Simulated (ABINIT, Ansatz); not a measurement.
# Quasiparticle gap of CsPbCl3 (R32) in ABINIT, part 3 of 3

Aim: the G0W0 gap of CsPbCl3 (R32) on LDA, step by step.

ABINIT 10.8.3; LDA and many-body steps on it, plane waves. Known limits of the many-body steps: not at the basis limit; exchange with frozen shells missing; no spin-orbit coupling; coarse k mesh.

So far. Step 3 (Bands along the symmetry lines): The gap is 1.964 eV, −0.004 eV from the run before at this level. Step 4 (Empty states on the mesh, 2×2×2 mesh, 121 bands): On this mesh the gap is 1.968 eV.

## 5. Screening, 2×2×2 mesh, 111 bands, screening to 98 eV

The RPA dielectric matrix is built and inverted for each q.

This step: RPA screening on LDA, plane waves, norm-conserving pseudopotentials.

File run.abi:

```
acell 3*1.0 Angstrom
rprim 
  4.003155115600 2.311222683600 3.295555457400
  -4.003155115600 2.311222683600 3.295555457400
  0.000000000000 -4.622445367199 3.295555457400
ntypat 3
znucl 55 82 17
natom 5
typat 1 2 3 3 3
xred 
  0.500000000000 0.500000000000 0.500000000000
  0.000000000000 -0.000000000000 0.000000000000
  0.500000000000 0.018600300000 0.981399700000
  0.018600300000 0.981399700000 0.500000000000
  0.981399700000 0.500000000000 0.018600300000
pp_dirpath "pseudos"
pseudos "Cs.upf, Pb.upf, Cl.upf"
ecut 24
ngkpt 2 2 2
nshiftk 1
shiftk 0 0 0
kptopt 1
chksymbreak 0
istwfk *1
occopt 1
irdwfk 1
optdriver 3
nband 111
ecuteps 3.6
inclvkb 2
awtr 1
symchi 1
indata_prefix "in"
outdata_prefix "out"
tmpdata_prefix "tmp"
```

On the command line:

```sh
$ OMP_NUM_THREADS=1 mpirun -n 4 abinit run.abi > log
```

Numbers of over 12 decimals in the logs are rounded to 6 here.

What it wrote:

```text
.Version 10.8.3 of ABINIT. v10.8.2 released Aug 2026.

 Symmetries : space group R3 2 (#155); Bravais hR (rhombohedral)
[... echo of the input left out ...]
== DATASET  1 ==================================================================
-   mpi_nproc: 4, omp_nthreads: 1 (-1 if OMP is not activated)

--- !DatasetInfo
iteration_state: {dtset: 1, }
dimensions: {natom: 5, nkpt: 4, mband: 111, nsppol: 1, nspinor: 1, nspden: 1, mpw: 6967, }
cutoff_energies: {ecut:  24.0, pawecutdg:  -1.0, }
electrons: {nelect:   4.40000000E+01, charge:   0.00000000E+00, occopt:   1.00000000E+00, tsmear:   1.00000000E-02, }

 SCREENING: Calculation of the susceptibility and dielectric matrices

 Based on a program developped by R.W. Godby, V. Olevano, G. Onida, and L. Reining.
 Incorporated in ABINIT by V. Olevano, G.-M. Rignanese, and M. Torrent.
.Using double precision arithmetic ; gwpc =  8

[... cell and pseudopotentials left out ...]
--------------------------------------------------------------------------------

 ==== K-mesh for the wavefunctions ====
 Number of points in the irreducible wedge :     4
[... list of points left out ...]
 Together with  6 symmetry operations and time-reversal symmetry
 yields     8 points in the full Brillouin Zone.

 ==== Q-mesh for the screening function ====
 Number of points in the irreducible wedge :     4
[... list of points left out ...]
 Together with  6 symmetry operations and time-reversal symmetry
 yields     8 points in the full Brillouin Zone.

 setmesh: FFT mesh size selected  =    36x   36x   36
          total number of points  =        46656

 vcoul_init : cutoff-mode = AUXILIARY_FUNCTION
 q-points for optical limit:   1
     1)      0.000010    0.000020    0.000030

- screening: taking advantage of time-reversal symmetry
- Maximum band index for partially occupied states nbvw = 22
- Remaining bands to be divided among processors   nbcw = 89
- Number of bands treated by each node ~22

 Number of electrons calculated from density =   44.0000; Expected =   44.0000
 average of density, n =  0.035640
 r_s =    1.8851
 omega_plasma =   18.2105 [eV]

 calculating chi0 at frequencies [eV] :
  1    0.000000E+00    0.000000E+00
  2    0.000000E+00    1.821049E+01

--------------------------------------------------------------------------------
  q-point number  1        q = ( 0.000000, 0.000000, 0.000000) [r.l.u.]
--------------------------------------------------------------------------------
[... chi0 elements left out ...]
 For q-point:  0.000010 0.000020 0.000030
  dielectric constant =   6.9585
  dielectric constant without local fields =   8.0044

  Average fulfillment of the sum rule on Im[epsilon] for q-point    1 :     58.02  [%]
[... wings left out ...]
  q-point number  2        q = ( 0.500000, 0.000000, 0.000000) [r.l.u.]
--------------------------------------------------------------------------------
[... chi0 elements left out ...]
  Average fulfillment of the sum rule on Im[epsilon] for q-point    2 :     67.54  [%]

 [... 2 further q-points ...]
```

Wall time 42 s (4 MPI ranks of Arm Neoverse N1, shared host); peak memory 1.1 GiB; 2.8 min of CPU time.

This step gave:

- ε∞ with local fields, on this mesh, along the program's q direction: 6.958
- the same without local fields: 8.004
- plasma frequency: 18.21 eV
- plane waves in the screening matrix: 413

Local fields lower ε∞ by 13 %. On a Γ-centred mesh this coarse the value itself is usually too large, while a short band sum pulls it down.

## 6. Self-energy, 2×2×2 mesh, 111 bands, screening to 98 eV

The self-energy is evaluated for the states that the input lists, and the levels follow from it, in one-shot runs by the linearised quasiparticle equation.

This step: G0W0 on LDA, plane waves, norm-conserving pseudopotentials.

run.abi: that of step 5 with these lines changed.

```diff
@@ -26,8 +26,17 @@
 irdwfk 1
-optdriver 3
+optdriver 4
 nband 111
+gwcalctyp 0
+ecutsigx 24
+symsigma 1
+nkptgw 2
+kptgw 
+  0.5000000000 0.5000000000 0.5000000000
+  0.0000000000 0.0000000000 0.0000000000
+bdgw 
+  20 25
+  20 25
 ecuteps 3.6
-inclvkb 2
-awtr 1
-symchi 1
+irdscr 1
+ppmodel 1
 indata_prefix "in"
```

What it wrote:

```text
.Version 10.8.3 of ABINIT. v10.8.2 released Aug 2026.

 Symmetries : space group R3 2 (#155); Bravais hR (rhombohedral)
[... echo of the input left out ...]
== DATASET  1 ==================================================================
-   mpi_nproc: 4, omp_nthreads: 1 (-1 if OMP is not activated)

--- !DatasetInfo
iteration_state: {dtset: 1, }
dimensions: {natom: 5, nkpt: 4, mband: 111, nsppol: 1, nspinor: 1, nspden: 1, mpw: 6967, }
cutoff_energies: {ecut:  24.0, pawecutdg:  -1.0, }
electrons: {nelect:   4.40000000E+01, charge:   0.00000000E+00, occopt:   1.00000000E+00, tsmear:   1.00000000E-02, }

 SIGMA: Calculation of the GW corrections

 Based on a program developped by R.W. Godby, V. Olevano, G. Onida, and L. Reining.
 Incorporated in ABINIT by V. Olevano, G.-M. Rignanese, and M. Torrent.
.Using double precision arithmetic ; gwpc =  8

[... cell and pseudopotentials left out ...]
--------------------------------------------------------------------------------

 ==== K-mesh for the wavefunctions ====
 Number of points in the irreducible wedge :     4
[... list of points left out ...]
 Together with  6 symmetry operations and time-reversal symmetry
 yields     8 points in the full Brillouin Zone.

 ==== Q-mesh for screening function ====
 Number of points in the irreducible wedge :     4
[... list of points left out ...]
 Together with  6 symmetry operations and time-reversal symmetry
 yields     8 points in the full Brillouin Zone.

 vcoul_init : cutoff-mode = AUXILIARY_FUNCTION
 q-points for optical limit:   1
     1)      0.000010    0.000020    0.000030
 setmesh: FFT mesh size selected  =    48x   48x   48
          total number of points  =       110592

 Number of electrons calculated from density =   44.0000; Expected =   44.0000
 average of density, n =  0.035640
 r_s =    1.8851
 omega_plasma =   18.2105 [eV]

 === KS Band Gaps ===
  >>>> For spin  1
   Minimum direct gap =   1.9680 [eV], located at k-point      :   0.5000  0.5000  0.5000
   Fundamental gap    =   1.9680 [eV], Top of valence bands at :   0.5000  0.5000  0.5000
                                       Bottom of conduction at :   0.5000  0.5000  0.5000
 SIGMA fundamental parameters:
 PLASMON POLE MODEL  1
 number of plane-waves for SigmaX                 6967
 number of plane-waves for SigmaC and W            413
 number of plane-waves for wavefunctions          6967
 number of bands                                   111
 number of independent spin polarizations            1
 number of spinorial components                      1
 number of k-points in IBZ                           4
 number of q-points in IBZ                           4
 number of symmetry operations                       6
 number of k-points in BZ                            8
 number of q-points in BZ                            8
 number of frequencies for dSigma/dE                 9
 frequency step for dSigma/dE [eV]                0.25
 number of omega for Sigma on real axis              0
 max omega for Sigma on real axis  [eV]           0.00
 zcut for avoiding poles [eV]                     0.10

 EPSILON^-1 parameters (SCR file):
 dimension of the eps^-1 matrix on file            413
 dimension of the eps^-1 matrix used               413
 number of plane-waves for wavefunctions          6967
 number of bands                                   111
 number of q-points in IBZ                           4
 number of frequencies                               2
 number of real frequencies                          1
 number of imag frequencies                          1

 matrix elements of self-energy operator (all in [eV])

 Perturbative Calculation

--- !SelfEnergy_ee
iteration_state: {dtset: 1, }
kpoint     : [   0.500,    0.500,    0.500, ]
spin       : 1
KS_gap     :    1.968
QP_gap     :    3.385
Delta_QP_KS:    1.417
data: !SigmaeeData |
     Band     E0 <VxcDFT>   SigX SigC(E0)      Z dSigC/dE  Sig(E)    E-E0       E
       20  -0.602 -14.044 -18.371   3.298   0.768  -0.302 -14.834  -0.790  -1.392
       21  -0.602 -14.044 -18.371   3.298   0.768  -0.302 -14.834  -0.790  -1.392
       22   1.193 -15.165 -17.775   2.086   0.788  -0.269 -15.578  -0.413   0.780
       23   3.162 -10.216  -6.480  -2.507   0.817  -0.223  -9.212   1.004   4.166
       24   3.162 -10.216  -6.480  -2.507   0.817  -0.223  -9.212   1.004   4.166
       25   3.163 -10.225  -6.484  -2.504   0.817  -0.224  -9.215   1.011   4.174

--- !SelfEnergy_ee
iteration_state: {dtset: 1, }
kpoint     : [   0.000,    0.000,    0.000, ]
spin       : 1
KS_gap     :    5.370
QP_gap     :    7.029
Delta_QP_KS:    1.659
data: !SigmaeeData |
     Band     E0 <VxcDFT>   SigX SigC(E0)      Z dSigC/dE  Sig(E)    E-E0       E
       20  -0.931 -13.826 -18.134   3.296   0.767  -0.303 -14.602  -0.777  -1.707
       21  -0.931 -13.826 -18.134   3.296   0.767  -0.303 -14.602  -0.777  -1.707
       22  -0.914 -13.826 -18.137   3.305   0.767  -0.304 -14.598  -0.771  -1.686
       23   4.456  -6.792  -2.649  -3.088   0.841  -0.190  -5.904   0.887   5.343
       24   5.584  -6.982  -2.823  -2.980   0.840  -0.190  -5.991   0.990   6.574
       25   5.584  -6.982  -2.823  -2.980   0.840  -0.190  -5.991   0.990   6.574

== END DATASET(S) ==============================================================
================================================================================

 -outvars: echo values of variables after computation  --------
           etotal      0.0000000000E+00
            nband         111
             nkpt           4
          spgroup         155
 [... the other variables as echoed above ...]

 Calculation completed.
```

Run time: 25 s. Hardware: 4 MPI ranks; peak memory 0.88 GiB.

Numbers from this step:

```yaml
g0w0_gap_on_the_points_computed: 3.386 eV
starting_gap_on_the_mesh: 1.968 eV
k_of_the_valence_top: 0.5, 0.5, 0.5
k_of_the_conduction_bottom: 0.5, 0.5, 0.5
z_at_the_valence_top: 0.788
z_at_the_conduction_bottom: 0.817
least_direct_g0w0_gap_on_the_computed_points: 3.386 eV
```

The gap on the mesh goes from 1.97 eV to 3.39 eV, a correction of +1.42 eV.

Limits: finite bands, cutoff and mesh; exchange with frozen shells missing; no spin-orbit coupling; coarse k mesh. v1 is the top filled band, c1 the lowest empty one. Levels before and after the correction, in eV, zero at the valence-band top of each column:

|  | conduction bottom | valence top |
| --- | --- | --- |
| Kohn-Sham | 1.97 | 0.00 |
| G0W0 | 3.39 | 0.00 |

|  | level | energy (eV) |
| --- | --- | --- |
| Kohn-Sham | (0.5 0.5 0.5) v3-v2 | -1.795 |
| Kohn-Sham | (0.5 0.5 0.5) v1 | 0.000 |
| Kohn-Sham | (0.5 0.5 0.5) c1-c2 | 1.968 |
| Kohn-Sham | (0.5 0.5 0.5) c3 | 1.970 |
| G0W0 | (0.5 0.5 0.5) v3-v2 | -2.172 |
| G0W0 | (0.5 0.5 0.5) v1 | 0.000 |
| G0W0 | (0.5 0.5 0.5) c1-c2 | 3.386 |
| G0W0 | (0.5 0.5 0.5) c3 | 3.394 |

## 7. Where the time went

Times are wall times on 4 MPI ranks of Arm Neoverse N1, shared host, good to a factor of about two.

| step | time | share | memory (GiB) |
| --- | --- | --- | --- |
| ground state | 67 s | 21 % | 0.36 |
| bands along the symmetry lines | 2.1 min | 40 % | 0.45 |
| empty states on the mesh | 58 s | 18 % | 0.36 |
| screening | 42 s | 13 % | 1.1 |
| self-energy | 25 s | 8 % | 0.88 |

## 8. Outcome

```json
{"LDA gap": "1.96 eV, indirect (only 1 meV under the direct gap)", "G0W0 gap on the mesh": "3.39 eV", "GW settings": "2×2×2 mesh, 111 bands, screening to 98 eV, Godby-Needs plasmon pole", "known limits": "not at the basis limit; exchange with frozen shells missing; no spin-orbit coupling; coarse k mesh"}
```

What this shows: G0W0 moves the gap on the mesh from 1.97 eV to 3.39 eV (+1.42 eV), with Z of 0.79 and 0.82 at the edges. Local fields lower the RPA ε∞ on this mesh from 8.00 to 6.96; a Γ-centred mesh this coarse tends to raise both, most where the direct gap is narrow, while a short band sum lowers them. Only 2 of the mesh's irreducible points were corrected, so a valley elsewhere could overtake. The dearest step here is «bands along the symmetry lines». Bands and cutoff are finite, so the gap is not at the basis limit. The miss can reach some tenths of an eV and take either sign; the mesh is an error of its own. In the G0W0 run levels were corrected at 2 k points alone, so a gap called «on the mesh» is the least over those, and an edge elsewhere would be missed. The 2×2×2 mesh is coarse for this cell, which bears on the long-range parts of exchange and screening. Where an edge is built on 6p states of lead, bismuth or thallium, scalar-relativistic gaps usually stand too wide, by a few tenths to over one eV. The norm-conserving file of at least one element keeps a d shell over frozen s and p shells of the same row. Exchange with those shells is missing from the self-energy, an error of 0.3 to 0.9 eV in cases checked, whose sign depends on which edge lies on those atoms. The many-body steps are scalar-relativistic: spin-orbit coupling is not in them.

[Paths, hosts, dates, memory and timing lines, banners, echoed tables and standing remarks are left out of the program output.]

[Logs are printed without paths, hosts, clocks, repeated set-up lines and the standing remarks that a program may print on its own settings, such as how far it seeks lower states.]

[Runs of the session that timed out or met a known fault of the program may be left out.]

[Hosts, paths, dates, database ids (printed as entryN), source tags and the programs' standing remarks are cut or masked in the printed files.]

[G0W0 gaps are taken among the corrected bands and points alone; a level outside them can change the order at an edge.]

[Where Ansatz stands beside ABINIT at settings called matched, ABINIT's density can come from a denser mesh and the files from another edition; pairs whose starting gaps differed by over 0.03 eV were left out, so agreement reads better than it is.]
